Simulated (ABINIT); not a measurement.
# Completion of the band sum in GW: Ba2TaBiO6 (R-3), part 2 of 2

Wanted: gap and time of Ba2TaBiO6 (R-3) with truncated and completed band sums.

ABINIT 10.8.3; LDA and many-body steps on it, plane waves. Known limits of the many-body steps: short of the basis limit; exchange with frozen shells missing; no spin-orbit coupling; coarse k mesh.

So far. Step 3 (Screening, 2×2×2 mesh, 267 bands, screening to 152.4 eV): Local fields lower ε∞ by 9 %. On a Γ-centred mesh this coarse the value itself is usually too large, while a short band sum pulls it down. Step 4 (267 bands): The gap on the mesh goes from 2.57 eV to 3.63 eV, a correction of +1.06 eV.

### 6. 62 bands

This step: G0W0 on LDA, plane waves, norm-conserving pseudopotentials.

File run.abi:

```
acell 3*1.0 Angstrom
rprim 
  3.075626834241 1.775713980676 4.956223105800
  -3.075626834241 1.775713980676 4.956223105800
  0.000000000000 -3.551427961352 4.956223105800
ntypat 4
znucl 56 73 83 8
natom 10
typat 1 1 2 3 4 4 4 4 4 4
xred 
  0.748816000000 0.748816000000 0.748816000000
  0.251184000000 0.251184000000 0.251184000000
  0.500000000000 0.500000000000 0.500000000000
  0.000000000000 0.000000000000 0.000000000000
  0.725510000000 0.218856000000 0.322035000000
  0.218856000000 0.322035000000 0.725510000000
  0.322035000000 0.725510000000 0.218856000000
  0.274490000000 0.781144000000 0.677965000000
  0.677965000000 0.274490000000 0.781144000000
  0.781144000000 0.677965000000 0.274490000000
pp_dirpath "pseudos"
pseudos "Ba.upf, Ta.upf, Bi.upf, O.upf"
ecut 36
ngkpt 2 2 2
nshiftk 1
shiftk 0 0 0
kptopt 1
chksymbreak 0
istwfk *1
occopt 1
irdwfk 1
optdriver 4
nband 62
gwcalctyp 0
ecutsigx 36
symsigma 1
nkptgw 3
kptgw 
  0.5000000000 0.5000000000 0.5000000000
  0.5000000000 0.0000000000 0.0000000000
  0.0000000000 0.0000000000 0.0000000000
bdgw 
  41 45
  41 44
  40 44
ecuteps 5.6
irdscr 1
ppmodel 1
indata_prefix "in"
outdata_prefix "out"
tmpdata_prefix "tmp"
```

Command:

```console
$ OMP_NUM_THREADS=1 mpirun -n 8 abinit run.abi > log
```

Log:

```text
.Version 10.8.3 of ABINIT. v10.8.2 released Aug 2026.

 Symmetries : space group R-3 (#148); Bravais hR (rhombohedral)
[... echo of the input left out ...]
== DATASET  1 ==================================================================
-   mpi_nproc: 8, omp_nthreads: 1 (-1 if OMP is not activated)

--- !DatasetInfo
iteration_state: {dtset: 1, }
dimensions: {natom: 10, nkpt: 4, mband: 62, nsppol: 1, nspinor: 1, nspden: 1, mpw: 11312, }
cutoff_energies: {ecut:  36.0, pawecutdg:  -1.0, }
electrons: {nelect:   8.40000000E+01, charge:   0.00000000E+00, occopt:   1.00000000E+00, tsmear:   1.00000000E-02, }

 SIGMA: Calculation of the GW corrections

 Based on a program developped by R.W. Godby, V. Olevano, G. Onida, and L. Reining.
 Incorporated in ABINIT by V. Olevano, G.-M. Rignanese, and M. Torrent.
.Using double precision arithmetic ; gwpc =  8

[... cell and pseudopotentials left out ...]
--------------------------------------------------------------------------------

 ==== K-mesh for the wavefunctions ====
 Number of points in the irreducible wedge :     4
[... list of points left out ...]
 Together with  6 symmetry operations and time-reversal symmetry
 yields     8 points in the full Brillouin Zone.

 ==== Q-mesh for screening function ====
 Number of points in the irreducible wedge :     4
[... list of points left out ...]
 Together with  6 symmetry operations and time-reversal symmetry
 yields     8 points in the full Brillouin Zone.

 vcoul_init : cutoff-mode = AUXILIARY_FUNCTION
 q-points for optical limit:   1
     1)      0.000010    0.000020    0.000030
 setmesh: FFT mesh size selected  =    64x   64x   64
          total number of points  =       262144

 Number of electrons calculated from density =   84.0000; Expected =   84.0000
[...]
number of plane-waves for wavefunctions         11299
 number of bands                                    62
 number of q-points in IBZ                           4
 number of frequencies                               2
 number of real frequencies                          1
 number of imag frequencies                          1

 matrix elements of self-energy operator (all in [eV])

 Perturbative Calculation

--- !SelfEnergy_ee
iteration_state: {dtset: 1, }
kpoint     : [   0.500,    0.500,    0.500, ]
spin       : 1
KS_gap     :    2.705
QP_gap     :    4.337
Delta_QP_KS:    1.632
data: !SigmaeeData |
     Band     E0 <VxcDFT>   SigX SigC(E0)      Z dSigC/dE  Sig(E)    E-E0       E
       41   4.319 -18.520 -23.380   5.501   0.736  -0.358 -18.048   0.472   4.791
       42   5.829 -19.904 -23.138   4.090   0.768  -0.302 -19.246   0.658   6.487
       43   8.534 -14.126  -9.278  -2.066   0.823  -0.215 -11.836   2.290  10.824
[...]
--- !SelfEnergy_ee
iteration_state: {dtset: 1, }
kpoint     : [   0.500,    0.000,    0.000, ]
spin       : 1
KS_gap     :    2.594
QP_gap     :    4.205
Delta_QP_KS:    1.610
data: !SigmaeeData |
     Band     E0 <VxcDFT>   SigX SigC(E0)      Z dSigC/dE  Sig(E)    E-E0       E
[...]
--- !SelfEnergy_ee
iteration_state: {dtset: 1, }
kpoint     : [   0.000,    0.000,    0.000, ]
spin       : 1
KS_gap     :    3.957
QP_gap     :    5.496
Delta_QP_KS:    1.539
data: !SigmaeeData |
     Band     E0 <VxcDFT>   SigX SigC(E0)      Z dSigC/dE  Sig(E)    E-E0       E
[...]
43   9.016 -13.028  -8.888  -1.572   0.834  -0.199 -10.885   2.142  11.158
       44   9.195 -15.313  -9.486  -2.537   0.807  -0.239 -12.659   2.654  11.849

== END DATASET(S) ==============================================================
================================================================================

 -outvars: echo values of variables after computation  --------
           etotal      0.0000000000E+00
            nband          62
             nkpt           4
          spgroup         148
 [... the other variables as echoed above ...]

 Calculation completed.
```

The job ended after 22 s (8 MPI ranks of Intel Xeon 6975P-C (Granite Rapids), shared host; peak memory 2.9 GiB).

Numbers from this step:

```yaml
g0w0_gap_on_the_mesh: 4.173 eV
starting_gap_on_the_mesh: 2.566 eV
k_of_the_valence_top: 0.5, 0.5, 0.5
k_of_the_conduction_bottom: 0.5, 0, 0
z_at_the_valence_top: 0.768
z_at_the_conduction_bottom: 0.825
least_direct_g0w0_gap_on_the_computed_points: 4.205 eV
```

Against G0W0 in ABINIT (2×2×2 mesh, 267 bands, screening to 152.4 eV, Godby-Needs plasmon pole), the gap moves by +0.545 eV.

### 7. Screening, 2×2×2 mesh, 62 bands, screening to 152.4 eV

This step: RPA screening on LDA, plane waves, norm-conserving pseudopotentials.

Changes to run.abi since step 6:

```diff
@@ -31,19 +31,10 @@
 irdwfk 1
-optdriver 4
+optdriver 3
 nband 62
-gwcalctyp 0
-ecutsigx 36
-symsigma 1
-nkptgw 3
-kptgw 
-  0.5000000000 0.5000000000 0.5000000000
-  0.5000000000 0.0000000000 0.0000000000
-  0.0000000000 0.0000000000 0.0000000000
-bdgw 
-  41 45
-  41 44
-  40 44
 ecuteps 5.6
-irdscr 1
-ppmodel 1
+inclvkb 2
+awtr 1
+symchi 1
+gwcomp 1
+gwencomp 1.5
 indata_prefix "in"
```

Log:

```text
.Version 10.8.3 of ABINIT. v10.8.2 released Aug 2026.

 Symmetries : space group R-3 (#148); Bravais hR (rhombohedral)
[... echo of the input left out ...]
== DATASET  1 ==================================================================
-   mpi_nproc: 8, omp_nthreads: 1 (-1 if OMP is not activated)

--- !DatasetInfo
iteration_state: {dtset: 1, }
dimensions: {natom: 10, nkpt: 4, mband: 62, nsppol: 1, nspinor: 1, nspden: 1, mpw: 11312, }
cutoff_energies: {ecut:  36.0, pawecutdg:  -1.0, }
[...]
--------------------------------------------------------------------------------
[... chi0 elements left out ...]
 For q-point:  0.000010 0.000020 0.000030
  dielectric constant =   6.2717
  dielectric constant without local fields =   6.6793

  Average fulfillment of the sum rule on Im[epsilon] for q-point    1 :    123.34  [%]
[... wings left out ...]
  q-point number  2        q = ( 0.500000, 0.000000, 0.000000) [r.l.u.]
--------------------------------------------------------------------------------
[... chi0 elements left out ...]
  Average fulfillment of the sum rule on Im[epsilon] for q-point    2 :    133.91  [%]

 [... 2 further q-points ...]
```

Elapsed: 49 s, on 8 MPI ranks; peak memory 4.8 GiB; 6.5 min of CPU time.

Numbers from this step:

```yaml
eps_infinity_with_local_fields_on_this_mesh: 6.272
eps_infinity_without_local_fields_on_this_mesh: 6.679
plasma_frequency: 26.70 eV
plane_waves_in_the_screening_matrix: 711
```

### 8. 62 bands, completed

This step: G0W0 on LDA, plane waves, norm-conserving pseudopotentials.

Changes to run.abi since step 7:

```diff
@@ -31,8 +31,19 @@
 irdwfk 1
-optdriver 3
+optdriver 4
 nband 62
+gwcalctyp 0
+ecutsigx 36
+symsigma 1
+nkptgw 3
+kptgw 
+  0.5000000000 0.5000000000 0.5000000000
+  0.5000000000 0.0000000000 0.0000000000
+  0.0000000000 0.0000000000 0.0000000000
+bdgw 
+  41 45
+  41 44
+  40 44
 ecuteps 5.6
-inclvkb 2
-awtr 1
-symchi 1
+irdscr 1
+ppmodel 1
 gwcomp 1
```

Log:

```text
.Version 10.8.3 of ABINIT. v10.8.2 released Aug 2026.

 Symmetries : space group R-3 (#148); Bravais hR (rhombohedral)
[... echo of the input left out ...]
== DATASET  1 ==================================================================
-   mpi_nproc: 8, omp_nthreads: 1 (-1 if OMP is not activated)

--- !DatasetInfo
iteration_state: {dtset: 1, }
dimensions: {natom: 10, nkpt: 4, mband: 62, nsppol: 1, nspinor: 1, nspden: 1, mpw: 11312, }
cutoff_energies: {ecut:  36.0, pawecutdg:  -1.0, }
[...]
Band     E0 <VxcDFT>   SigX SigC(E0)      Z dSigC/dE  Sig(E)    E-E0       E
[...]
43   9.016 -13.028  -8.888  -3.085   0.847  -0.180 -12.134   0.894   9.910
       44   9.195 -15.313  -9.486  -4.481   0.826  -0.211 -14.202   1.111  10.306

== END DATASET(S) ==============================================================
================================================================================

 -outvars: echo values of variables after computation  --------
           etotal      0.0000000000E+00
            nband          62
             nkpt           4
          spgroup         148
 [... the other variables as echoed above ...]

 Calculation completed.
```

Elapsed: 26 s, on 8 MPI ranks; peak memory 2.9 GiB; 3.4 min of CPU time.

This step gave:

```yaml
g0w0_gap_on_the_mesh: 4.054 eV
starting_gap_on_the_mesh: 2.566 eV
k_of_the_valence_top: 0.5, 0.5, 0.5
k_of_the_conduction_bottom: 0.5, 0, 0
least_direct_g0w0_gap_on_the_computed_points: 4.086 eV
```

Against G0W0 in ABINIT (2×2×2 mesh, 267 bands, screening to 152.4 eV, Godby-Needs plasmon pole), the gap moves by +0.426 eV.

### 9. Screening, 2×2×2 mesh, 121 bands, screening to 152.4 eV

This step: RPA screening on LDA, plane waves, norm-conserving pseudopotentials.

Changes to run.abi since step 8:

```diff
@@ -31,21 +31,8 @@
 irdwfk 1
-optdriver 4
-nband 62
-gwcalctyp 0
-ecutsigx 36
-symsigma 1
-nkptgw 3
-kptgw 
-  0.5000000000 0.5000000000 0.5000000000
-  0.5000000000 0.0000000000 0.0000000000
-  0.0000000000 0.0000000000 0.0000000000
-bdgw 
-  41 45
-  41 44
-  40 44
+optdriver 3
+nband 121
 ecuteps 5.6
-irdscr 1
-ppmodel 1
-gwcomp 1
-gwencomp 1.5
+inclvkb 2
+awtr 1
+symchi 1
 indata_prefix "in"
```

Log:

```text
.Version 10.8.3 of ABINIT. v10.8.2 released Aug 2026.

 Symmetries : space group R-3 (#148); Bravais hR (rhombohedral)
[... echo of the input left out ...]
== DATASET  1 ==================================================================
-   mpi_nproc: 8, omp_nthreads: 1 (-1 if OMP is not activated)

--- !DatasetInfo
iteration_state: {dtset: 1, }
dimensions: {natom: 10, nkpt: 4, mband: 121, nsppol: 1, nspinor: 1, nspden: 1, mpw: 11312, }
cutoff_energies: {ecut:  36.0, pawecutdg:  -1.0, }
[...]
--------------------------------------------------------------------------------
[... chi0 elements left out ...]
 For q-point:  0.000010 0.000020 0.000030
  dielectric constant =   6.5127
  dielectric constant without local fields =   7.1290

  Average fulfillment of the sum rule on Im[epsilon] for q-point    1 :     44.84  [%]
[... wings left out ...]
  q-point number  2        q = ( 0.500000, 0.000000, 0.000000) [r.l.u.]
--------------------------------------------------------------------------------
[... chi0 elements left out ...]
  Average fulfillment of the sum rule on Im[epsilon] for q-point    2 :     53.44  [%]

 [... 2 further q-points ...]
```

Elapsed: 51 s, on 8 MPI ranks; peak memory 4.9 GiB; 6.8 min of CPU time.

Numbers from this step:

| Quantity | Value |
| --- | --- |
| ε∞ with local fields, on this mesh | 6.513 |
| ε∞ without local fields, on this mesh | 7.129 |
| plasma frequency | 26.70 eV |
| plane waves in the screening matrix | 711 |

### 10. 121 bands

This step: G0W0 on LDA, plane waves, norm-conserving pseudopotentials.

Changes to run.abi since step 9:

```diff
@@ -31,8 +31,19 @@
 irdwfk 1
-optdriver 3
+optdriver 4
 nband 121
+gwcalctyp 0
+ecutsigx 36
+symsigma 1
+nkptgw 3
+kptgw 
+  0.5000000000 0.5000000000 0.5000000000
+  0.5000000000 0.0000000000 0.0000000000
+  0.0000000000 0.0000000000 0.0000000000
+bdgw 
+  41 45
+  41 44
+  40 44
 ecuteps 5.6
-inclvkb 2
-awtr 1
-symchi 1
+irdscr 1
+ppmodel 1
 indata_prefix "in"
```

Log:

```text
.Version 10.8.3 of ABINIT. v10.8.2 released Aug 2026.

 Symmetries : space group R-3 (#148); Bravais hR (rhombohedral)
[... echo of the input left out ...]
== DATASET  1 ==================================================================
-   mpi_nproc: 8, omp_nthreads: 1 (-1 if OMP is not activated)

--- !DatasetInfo
iteration_state: {dtset: 1, }
dimensions: {natom: 10, nkpt: 4, mband: 121, nsppol: 1, nspinor: 1, nspden: 1, mpw: 11312, }
cutoff_energies: {ecut:  36.0, pawecutdg:  -1.0, }
[...]
Band     E0 <VxcDFT>   SigX SigC(E0)      Z dSigC/dE  Sig(E)    E-E0       E
[...]
43   9.016 -13.028  -8.888  -2.490   0.829  -0.206 -11.660   1.368  10.384
       44   9.195 -15.313  -9.486  -3.273   0.814  -0.229 -13.235   2.078  11.273

== END DATASET(S) ==============================================================
================================================================================

 -outvars: echo values of variables after computation  --------
           etotal      0.0000000000E+00
            nband         121
             nkpt           4
          spgroup         148
 [... the other variables as echoed above ...]

 Calculation completed.
```

Elapsed: 44 s, on 8 MPI ranks; peak memory 3.1 GiB; 5.8 min of CPU time.

This step gave:

```
G0W0 gap on the mesh                         : 3.709 eV
starting gap on the mesh                     : 2.566 eV
k of the valence top                         : 0.5, 0.5, 0.5
k of the conduction bottom                   : 0.5, 0, 0
least direct G0W0 gap on the computed points : 3.743 eV
```

Against G0W0 in ABINIT (2×2×2 mesh, 267 bands, screening to 152.4 eV, Godby-Needs plasmon pole), the gap moves by +0.081 eV.

### 11. Screening, 2×2×2 mesh, 121 bands, screening to 152.4 eV

This step: RPA screening on LDA, plane waves, norm-conserving pseudopotentials.

Changes to run.abi since step 10:

```diff
@@ -31,19 +31,10 @@
 irdwfk 1
-optdriver 4
+optdriver 3
 nband 121
-gwcalctyp 0
-ecutsigx 36
-symsigma 1
-nkptgw 3
-kptgw 
-  0.5000000000 0.5000000000 0.5000000000
-  0.5000000000 0.0000000000 0.0000000000
-  0.0000000000 0.0000000000 0.0000000000
-bdgw 
-  41 45
-  41 44
-  40 44
 ecuteps 5.6
-irdscr 1
-ppmodel 1
+inclvkb 2
+awtr 1
+symchi 1
+gwcomp 1
+gwencomp 3
 indata_prefix "in"
```

Log:

```text
.Version 10.8.3 of ABINIT. v10.8.2 released Aug 2026.

 Symmetries : space group R-3 (#148); Bravais hR (rhombohedral)
[... echo of the input left out ...]
== DATASET  1 ==================================================================
-   mpi_nproc: 8, omp_nthreads: 1 (-1 if OMP is not activated)

--- !DatasetInfo
iteration_state: {dtset: 1, }
dimensions: {natom: 10, nkpt: 4, mband: 121, nsppol: 1, nspinor: 1, nspden: 1, mpw: 11312, }
cutoff_energies: {ecut:  36.0, pawecutdg:  -1.0, }
[...]
--------------------------------------------------------------------------------
[... chi0 elements left out ...]
 For q-point:  0.000010 0.000020 0.000030
  dielectric constant =   6.5646
  dielectric constant without local fields =   7.1290

  Average fulfillment of the sum rule on Im[epsilon] for q-point    1 :    158.99  [%]
[... wings left out ...]
  q-point number  2        q = ( 0.500000, 0.000000, 0.000000) [r.l.u.]
--------------------------------------------------------------------------------
[... chi0 elements left out ...]
  Average fulfillment of the sum rule on Im[epsilon] for q-point    2 :    158.69  [%]

 [... 2 further q-points ...]
```

Elapsed: 95 s, on 8 MPI ranks; peak memory 5.2 GiB.

Read from the output:

```yaml
eps_infinity_with_local_fields_on_this_mesh: 6.565
eps_infinity_without_local_fields_on_this_mesh: 7.129
plasma_frequency: 26.70 eV
plane_waves_in_the_screening_matrix: 711
```

### 12. 121 bands, completed

This step: G0W0 on LDA, plane waves, norm-conserving pseudopotentials.

Changes to run.abi since step 11:

```diff
@@ -31,8 +31,19 @@
 irdwfk 1
-optdriver 3
+optdriver 4
 nband 121
+gwcalctyp 0
+ecutsigx 36
+symsigma 1
+nkptgw 3
+kptgw 
+  0.5000000000 0.5000000000 0.5000000000
+  0.5000000000 0.0000000000 0.0000000000
+  0.0000000000 0.0000000000 0.0000000000
+bdgw 
+  41 45
+  41 44
+  40 44
 ecuteps 5.6
-inclvkb 2
-awtr 1
-symchi 1
+irdscr 1
+ppmodel 1
 gwcomp 1
```

Log:

```text
.Version 10.8.3 of ABINIT. v10.8.2 released Aug 2026.

 Symmetries : space group R-3 (#148); Bravais hR (rhombohedral)
[... echo of the input left out ...]
== DATASET  1 ==================================================================
-   mpi_nproc: 8, omp_nthreads: 1 (-1 if OMP is not activated)

--- !DatasetInfo
iteration_state: {dtset: 1, }
dimensions: {natom: 10, nkpt: 4, mband: 121, nsppol: 1, nspinor: 1, nspden: 1, mpw: 11312, }
cutoff_energies: {ecut:  36.0, pawecutdg:  -1.0, }
[...]
Band     E0 <VxcDFT>   SigX SigC(E0)      Z dSigC/dE  Sig(E)    E-E0       E
[...]
43   9.016 -13.028  -8.888  -3.030   0.831  -0.203 -12.105   0.923   9.939
       44   9.195 -15.313  -9.486  -4.085   0.817  -0.223 -13.889   1.424  10.619

== END DATASET(S) ==============================================================
================================================================================

 -outvars: echo values of variables after computation  --------
           etotal      0.0000000000E+00
            nband         121
             nkpt           4
          spgroup         148
 [... the other variables as echoed above ...]

 Calculation completed.
```

Wall time 47 s (8 MPI ranks); peak memory 2.9 GiB.

This step gave:

| Quantity | Value |
| --- | --- |
| G0W0 gap on the mesh | 3.713 eV |
| starting gap on the mesh | 2.566 eV |
| k of the valence top | 0.5, 0.5, 0.5 |
| k of the conduction bottom | 0.5, 0, 0 |
| least direct G0W0 gap on the computed points | 3.746 eV |

Against G0W0 in ABINIT (2×2×2 mesh, 267 bands, screening to 152.4 eV, Godby-Needs plasmon pole), the gap moves by +0.085 eV.

### 13. Side by side

Times are wall times on 8 MPI ranks of Intel Xeon 6975P-C (Granite Rapids), shared host, good to a factor of about two. A run's time includes the screening step that it read.

| run | mesh | bands | screening cutoff (eV) | DFT gap (eV) | gap on the mesh (eV) | direct (eV) | ε∞ used | time |
| --- | --- | --- | --- | --- | --- | --- | --- | --- |
| 267 bands | 2×2×2 | 267 | 152.4 | 2.566 | 3.628 | 3.663 | 6.55 | 3.2 min |
| 62 bands | 2×2×2 | 62 | 152.4 | 2.566 | 4.173 | 4.205 | 6.17 | 40 s |
| 62 bands, completed | 2×2×2 | 62 | 152.4 | 2.566 | 4.054 | 4.086 | 6.27 | 74 s |
| 121 bands | 2×2×2 | 121 | 152.4 | 2.566 | 3.709 | 3.743 | 6.51 | 95 s |
| 121 bands, completed | 2×2×2 | 121 | 152.4 | 2.566 | 3.713 | 3.746 | 6.56 | 2.4 min |

### 14. Outcome

| Item | Value |
| --- | --- |
| 267 bands | 3.628 eV |
| 62 bands | 4.173 eV |
| 62 bands, completed | 4.054 eV |
| 121 bands | 3.709 eV |
| 121 bands, completed | 3.713 eV |

62 bands: +0.545 eV against 267 bands. 62 bands, completed: +0.426 eV against 267 bands. 121 bands: +0.081 eV against 267 bands. 121 bands, completed: +0.085 eV against 267 bands. The row with most bands is itself short of the limit, so it is no exact reference, and agreement of a truncated run with it can be a cancellation between the edges. The 2×2×2 mesh is coarse for this cell, which bears on the long-range parts of exchange and screening. Where an edge is built on 6p states of lead, bismuth or thallium, scalar-relativistic gaps usually stand too wide, by a few tenths to over one eV. The norm-conserving file of at least one element keeps a d shell over frozen s and p shells of the same row. Exchange with those shells is missing from the self-energy, an error of 0.3 to 0.9 eV in cases checked, whose sign depends on which edge lies on those atoms. The many-body steps are scalar-relativistic: spin-orbit coupling is not in them.

[Long decimals in the printed logs are rounded to 6 places.]

[Logs are printed without paths, hosts, clocks, repeated set-up lines and the standing remarks that a program may print on its own settings, such as how far it seeks lower states.]

[Paths, hosts, dates, memory and timing lines, banners, echoed tables and standing remarks are left out of the program output; an Ansatz launch command may be rebuilt from the run's recorded settings. Measured values are a selection of at most five: reports struck by readers or far from the other reports are left out. None is set beside runs whose start may be inverted or whose files or cutoffs have a known fault.]

[Runs of the session that timed out or met a known fault of the program may be left out.]

[Hosts, paths, dates, database ids (printed as entryN), source tags and the programs' standing remarks are cut or masked in the printed files.]

[G0W0 gaps are taken among the corrected bands and points alone; a level outside them can change the order at an edge.]

[Where Ansatz stands beside ABINIT at settings called matched, ABINIT's density can come from a denser mesh and the files from another edition; pairs whose starting gaps differed by over 0.03 eV were left out, so agreement reads better than it is.]
